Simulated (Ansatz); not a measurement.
## Work function of Cu(100): what the settings cost and change

Aim: the numerical settings behind the work function of Cu(100), with the cost of each.

Main program and level: Ansatz 0.2.0; plane-wave DFT, PBE, Ansatz PAW.

Experimental background.

For Cu (clean (100) face, a compiled value), “Anisotropic work function of elemental crystals” (2019, arxiv:1902.07811) quotes earlier work: work function (clean (100) face, a compiled value) 4.73 eV.

Most raw output is cut from this account.

## Step 1: Set-up

The cell holds 7 atoms: 7 Cu. Its edges and angles: a = 2.553 Å, b = 2.553 Å, c = 28.830 Å, α = 90.0°, β = 90.0°, γ = 90.0°. Vacuum lies along c.

## Step 2: Slab, setting cutoff 200 eV

A work function rests on the faint tail of the density, so the SCF threshold is tight. The cutoff is raised first; then mesh and smearing are varied at the default cutoff.

The input, input.yaml:

```yaml
crystal:
  lattice:
    - [2.5526554801, 0.0, 0.0]
    - [0.0, 2.5526554801, 0.0]
    - [0.0, 0.0, 28.83]
  atoms:
    - { symbol: Cu, position: [0.0, 0.0, 0.3121748179] }
    - { symbol: Cu, position: [0.5, 0.5, 0.3747832119] }
    - { symbol: Cu, position: [0.0, 0.0, 0.437391606] }
    - { symbol: Cu, position: [0.5, 0.5, 0.5] }
    - { symbol: Cu, position: [0.0, 0.0, 0.562608394] }
    - { symbol: Cu, position: [0.5, 0.5, 0.6252167881] }
    - { symbol: Cu, position: [0.0, 0.0, 0.6878251821] }
kpoints:
  mp_grid: { grid: [16, 16, 1] }
hamiltonian:
  xc: pbe
scf:
  occupations: { method: fermi_dirac, width: 0.1 }
  convergence: { dr2_threshold: 1.0e-09 }
efield:
  axis: 3
  dipole_correction: true
  ramp_position: 0.97
  ramp_width: 0.06
basis:
  ecutwfc: "200 eV"
output:
  write_potential: true
  write_density: true
  volumetric_format: npy
  elf: true
```

Started as:

```sh
$ ansatz run input.yaml --threads 2 --pin off --max-ram 3072MiB --backend cpu --events-out ev --progress --plain --runs-dir out
```

Wall time 22 s (2 threads of Intel Xeon 6975P-C (Granite Rapids), shared host); peak memory 0.54 GiB; 43 s of CPU time.

Numbers from this step:

```yaml
energy_at_zero_smearing: -46268.1372 eV
work_function_upper_face: 5.217 eV
```

Running mean over 1.805 Å of the planar mean; the ramp of the sawtooth is left out. Table of electron's electrostatic potential energy less the Fermi level by z:

z (Å), electron's electrostatic potential energy less the Fermi level (eV) and a bar from the least value:
```
        4       5.03 ##############################
        5       4.89 ##############################
        6       4.67 #############################
        7       4.02 ############################
        8      -1.23 ###############
        9      -7.50 #
       10      -7.77 
       11      -7.81 
       12      -7.78 
       13      -7.78 
       14      -7.79 
       15      -7.79 
       16      -7.78 
       17      -7.78 
       18      -7.81 
       19      -7.76 
       20      -7.15 ##
       21       0.30 ###################
       22       4.22 ############################
       23       4.71 #############################
       24       4.91 ##############################
       25       5.05 ##############################
```

Valence density in the ca plane at fractional y = 0.000, with atoms of Cu within 0.2 Å of it. It is the smooth field of the valence electrons, not physical close to the nuclei.

Ten steps, logarithmic in the rise over the least value, from '0' (0 e/Å³) to '9' (52 e/Å³), each cell a mean:
```
88510000158841000025874100002687400000000000
55210000135420000013542000001354200000000000
11100000011110000001111000000111000000000000
00000000000000000000000000000000000000000000
11000000011100000001110000000111000000000000
33100000023310000012331000001233100000000000
77410000147741000015773100002586300000000000
99510000269951000026995100002798410000000000
```
Columns run along c (16.0 Å, from fractional 0.31 to 0.86 of the cell), rows up along a (2.6 Å). Atoms in or near the plane, at fractional coordinates: Cu at (0.31, 0.00), Cu at (0.44, 0.00), Cu at (0.56, 0.00), Cu at (0.69, 0.00).

ELF in the ca plane at fractional y = 0.000, with atoms of Cu within 0.2 Å of it. It is the smooth field of the valence electrons, not physical close to the nuclei.

Values, 5 rows by 16 columns, each cell a mean:
```
0.44 0.18 0.19 0.33 0.28 0.20 0.17 0.44 0.18 0.21 0.24 0.38 0.06 0.00 0.00 0.00
0.15 0.23 0.24 0.15 0.16 0.23 0.23 0.15 0.21 0.23 0.17 0.14 0.05 0.00 0.00 0.00
0.14 0.25 0.20 0.18 0.20 0.19 0.25 0.12 0.26 0.16 0.23 0.14 0.06 0.00 0.00 0.00
0.22 0.22 0.25 0.19 0.18 0.25 0.21 0.23 0.20 0.26 0.17 0.20 0.05 0.00 0.00 0.00
0.60 0.15 0.14 0.44 0.37 0.15 0.15 0.61 0.17 0.16 0.29 0.51 0.06 0.00 0.00 0.00
```
Columns run along c (16.0 Å, from fractional 0.31 to 0.86 of the cell), rows up along a (2.6 Å). Atoms in or near the plane, at fractional coordinates: Cu at (0.31, 0.00), Cu at (0.44, 0.00), Cu at (0.56, 0.00), Cu at (0.69, 0.00).

Electrostatic potential energy in the ca plane at fractional y = 0.000, with atoms of Cu within 0.2 Å of it. With pseudopotentials it is smooth inside the atoms' cores, unlike the true potential.

Values in eV, 5 rows by 16 columns, each cell a mean:
```
-38   2   6 -27 -23   6  -1 -39  -5   6 -17 -32   5   9   9   9
 -6   5   5  -3  -1   5   4  -7   3   5   0  -5   7   9   9   9
  3   5   5   4   4   4   5   3   5   4   5   3   7   9   9   9
-20   4   5 -13 -10   5   3 -21   0   6  -6 -16   6   9   9   9
-43   0   6 -32 -28   6  -3 -44  -9   7 -22 -38   4   9   9   9
```
Columns run along c (16.0 Å, from fractional 0.31 to 0.86 of the cell; values clipped at the 3rd and 97th percentile), rows up along a (2.6 Å). Atoms in or near the plane, at fractional coordinates: Cu at (0.31, 0.00), Cu at (0.44, 0.00), Cu at (0.56, 0.00), Cu at (0.69, 0.00).

The work function is 5.217 eV. The program marks this work function as in doubt.

## Step 3: Slab

input.yaml, as its differences from that of step 2:

```diff
@@ -26,3 +26,3 @@
 basis:
-  ecutwfc: "200 eV"
+  ecutwfc: "300 eV"
 output:
@@ -31,2 +31 @@
   volumetric_format: npy
-  elf: true
```

Run time: 42 s. Hardware: 2 threads; peak memory 0.71 GiB.

The work function is 4.542 eV, -0.675 eV from the run “cutoff 200 eV”, at 1.9 times its CPU time.

## Step 4: Slab

input.yaml, as its differences from that of step 3:

```diff
@@ -26,3 +26,3 @@
 basis:
-  ecutwfc: "300 eV"
+  ecutwfc: "420 eV"
 output:
```

The job ended after 56 s (2 threads; peak memory 0.96 GiB).

The work function is 4.541 eV, -0.677 eV from the run “cutoff 200 eV”, at 2.5 times its CPU time.

## Step 5: Run

input.yaml, as its differences from that of step 4:

```diff
@@ -26,3 +26,3 @@
 basis:
-  ecutwfc: "420 eV"
+  ecutwfc: "600 eV"
 output:
```

Run time: 91 s. Hardware: 2 threads; peak memory 1.4 GiB; 3 min of CPU time.

The work function is 4.540 eV, -0.000 eV from the run “cutoff 420 eV”, at 1.6 times its CPU time.

## Step 6: Slab

input.yaml, as its differences from that of step 5:

```diff
@@ -14,3 +14,3 @@
 kpoints:
-  mp_grid: { grid: [16, 16, 1] }
+  mp_grid: { grid: [3, 3, 1] }
 hamiltonian:
@@ -25,4 +25,2 @@
   ramp_width: 0.06
-basis:
-  ecutwfc: "600 eV"
 output:
```

It took 5.6 s on 2 threads; peak memory 0.47 GiB; 9.3 s of CPU time.

The work function is 4.522 eV, -0.018 eV from the run “cutoff 420 eV”, at 0.085 times its CPU time.

## Step 7: Run

input.yaml, as its differences from that of step 6:

```diff
@@ -14,3 +14,3 @@
 kpoints:
-  mp_grid: { grid: [3, 3, 1] }
+  mp_grid: { grid: [5, 5, 1] }
 hamiltonian:
```

Wall time 9.4 s (2 threads); peak memory 0.51 GiB; 16 s of CPU time.

The work function is 4.461 eV, -0.080 eV from the run “cutoff 420 eV”, at 0.15 times its CPU time.

## Step 8: Slab

input.yaml, as its differences from that of step 7:

```diff
@@ -14,3 +14,3 @@
 kpoints:
-  mp_grid: { grid: [5, 5, 1] }
+  mp_grid: { grid: [11, 11, 1] }
 hamiltonian:
```

It took 30 s on 2 threads; peak memory 0.66 GiB; 58 s of CPU time.

The work function is 4.539 eV, -0.002 eV from the run “cutoff 420 eV”, at 0.53 times its CPU time.

## Step 9: Run

input.yaml, as its differences from that of step 8:

```diff
@@ -14,3 +14,3 @@
 kpoints:
-  mp_grid: { grid: [11, 11, 1] }
+  mp_grid: { grid: [24, 24, 1] }
 hamiltonian:
```

The job ended after 2.1 min (2 threads; peak memory 1.5 GiB; 4.1 min of CPU time).

The work function is 4.552 eV, +0.012 eV from the run “cutoff 420 eV”, at 2.2 times its CPU time.

## Step 10: Run

input.yaml, as its differences from that of step 9:

```diff
@@ -14,3 +14,3 @@
 kpoints:
-  mp_grid: { grid: [24, 24, 1] }
+  mp_grid: { grid: [16, 16, 1] }
 hamiltonian:
@@ -18,3 +18,3 @@
 scf:
-  occupations: { method: fermi_dirac, width: 0.1 }
+  occupations: { method: gaussian, width: 0.05 }
   convergence: { dr2_threshold: 1.0e-09 }
```

It took 55 s on 2 threads; peak memory 0.96 GiB; 1.8 min of CPU time.

The work function is 4.470 eV, -0.070 eV from the run “cutoff 420 eV”, at 0.98 times its CPU time.

## Step 11: Run

input.yaml, as its differences from that of step 10:

```diff
@@ -18,3 +18,3 @@
 scf:
-  occupations: { method: gaussian, width: 0.05 }
+  occupations: { method: methfessel_paxton, width: 0.2 }
   convergence: { dr2_threshold: 1.0e-09 }
```

Wall time 57 s (2 threads); peak memory 0.95 GiB; 1.9 min of CPU time.

The work function is 4.508 eV, -0.032 eV from the run “cutoff 420 eV”, at 1.0 times its CPU time.

## Step 12: Slab

input.yaml, as its differences from that of step 11:

```diff
@@ -18,3 +18,3 @@
 scf:
-  occupations: { method: methfessel_paxton, width: 0.2 }
+  occupations: { method: fermi_dirac, width: 0.3 }
   convergence: { dr2_threshold: 1.0e-09 }
```

It took 67 s on 2 threads; peak memory 1 GiB; 2.2 min of CPU time.

The work function is 4.592 eV, +0.051 eV from the run “cutoff 420 eV”, at 1.2 times its CPU time.

## Step 13: Run

input.yaml, as its differences from that of step 12:

```diff
@@ -18,3 +18,3 @@
 scf:
-  occupations: { method: fermi_dirac, width: 0.3 }
+  occupations: { method: cold, width: 0.1 }
   convergence: { dr2_threshold: 1.0e-09 }
```

It took 53 s on 2 threads; peak memory 0.96 GiB.

The work function is 4.479 eV, -0.062 eV from the run “cutoff 420 eV”, at 0.95 times its CPU time.

## Step 14: Comparing the runs

Times are for 2 threads of Intel Xeon 6975P-C (Granite Rapids), shared host. The series side by side:

| no. | setting | work function, upper face (eV) | time | memory (GiB) |
| --- | --- | --- | --- | --- |
| 1 | cutoff 200 eV | 5.217 | 22 s | 0.54 |
| 2 | cutoff 300 eV | 4.542 | 42 s | 0.71 |
| 3 | cutoff 420 eV | 4.541 | 56 s | 0.96 |
| 4 | cutoff 600 eV | 4.540 | 91 s | 1.4 |
| 5 | mesh 3x3 | 4.522 | 5.6 s | 0.47 |
| 6 | mesh 5x5 | 4.461 | 9.4 s | 0.51 |
| 7 | mesh 11x11 | 4.539 | 30 s | 0.66 |
| 8 | mesh 24x24 | 4.552 | 2.1 min | 1.5 |
| 9 | Gaussian smearing 0.05 eV | 4.470 | 55 s | 0.96 |
| 10 | methfessel_paxton smearing 0.2 eV | 4.508 | 57 s | 0.95 |
| 11 | fermi_dirac smearing 0.3 eV | 4.592 | 67 s | 1.0 |
| 12 | cold smearing 0.1 eV | 4.479 | 53 s | 0.96 |

## Step 15: A changed input

An input spoilt on purpose, to show how the run answers: it repeats the earlier run “cutoff 200 eV” with kpoints.mp_grid.grid from [16, 16, 1] to [0, 16, 1], and scf.max_iter set to 60; its output block differs too.

input.yaml, as its differences from that of step 13:

```diff
@@ -14,3 +14,3 @@
 kpoints:
-  mp_grid: { grid: [16, 16, 1] }
+  mp_grid: { grid: [0, 16, 1] }
 hamiltonian:
@@ -18,4 +18,5 @@
 scf:
-  occupations: { method: cold, width: 0.1 }
+  occupations: { method: fermi_dirac, width: 0.1 }
   convergence: { dr2_threshold: 1.0e-09 }
+  max_iter: 60
 efield:
@@ -25,2 +26,4 @@
   ramp_width: 0.06
+basis:
+  ecutwfc: "200 eV"
 output:
```

It took 0.07 s on 2 threads; peak memory 0.09 GiB.

The input was rejected at the start.

The program's message: “Error: invalid value for `kpoints.mp_grid.grid`: each dimension must be in 1..=255”

The fault put into the input: a zero in the mesh.

## Step 16: Results

| Quantity | Value |
| --- | --- |
| work function, cutoff 200 eV | 5.217 eV |
| work function, cutoff 420 eV | 4.541 eV |
| work function, cutoff 600 eV | 4.540 eV |
| work function, mesh 5x5 | 4.461 eV |

The run at the highest cutoff gives 4.54 eV, and the settings tried spread the value from 4.46 to 5.22 eV. Against 600 eV, a cutoff of 200 eV is off by +0.677 eV. Against 600 eV, a cutoff of 420 eV is off by +0.000 eV. Against the finest mesh, 24 points along a, the coarser ones are off by -0.03 (3), -0.09 (5) and -0.01 (11) eV. The smearing schemes and widths spread it over 0.12 eV. The program marks the value as in doubt in “cutoff 200 eV”. The ladder's slabs use the tabulated experimental lattice constant (two decimals; a low-temperature value for the alkali metals). In 2 runs of the series (cutoff 200 eV and cutoff 300 eV) the program warns that electrons reach the sawtooth's ramp, which makes dipole and work function less sure.

Calculation against experiment:

| quantity | measured | cutoff 600 eV |
| --- | --- | --- |
| work function (clean (100) face, a compiled value) (eV) | 4.73 | 4.54 (-0.19 eV) |

Measured values from arxiv:1902.07811 (2019).

**Verdict.** The work function is off by -0.19 eV: fair agreement. The grades are ours: good and fair within 3 and 7 % for the work function. No cell relaxation is part of this session.

[Logs are printed without paths, hosts, clocks, repeated set-up lines and the standing remarks that a program may print on its own settings, such as how far it seeks lower states.]

[Hosts, paths, dates, database ids (printed as entryN), source tags and the programs' standing remarks are cut or masked in the printed files.]

[Maps of the electrostatic potential energy from Ansatz leave out the sawtooth potential of an applied field or a dipole correction, so their vacuum need not be flat; planar profiles and work functions include it.]
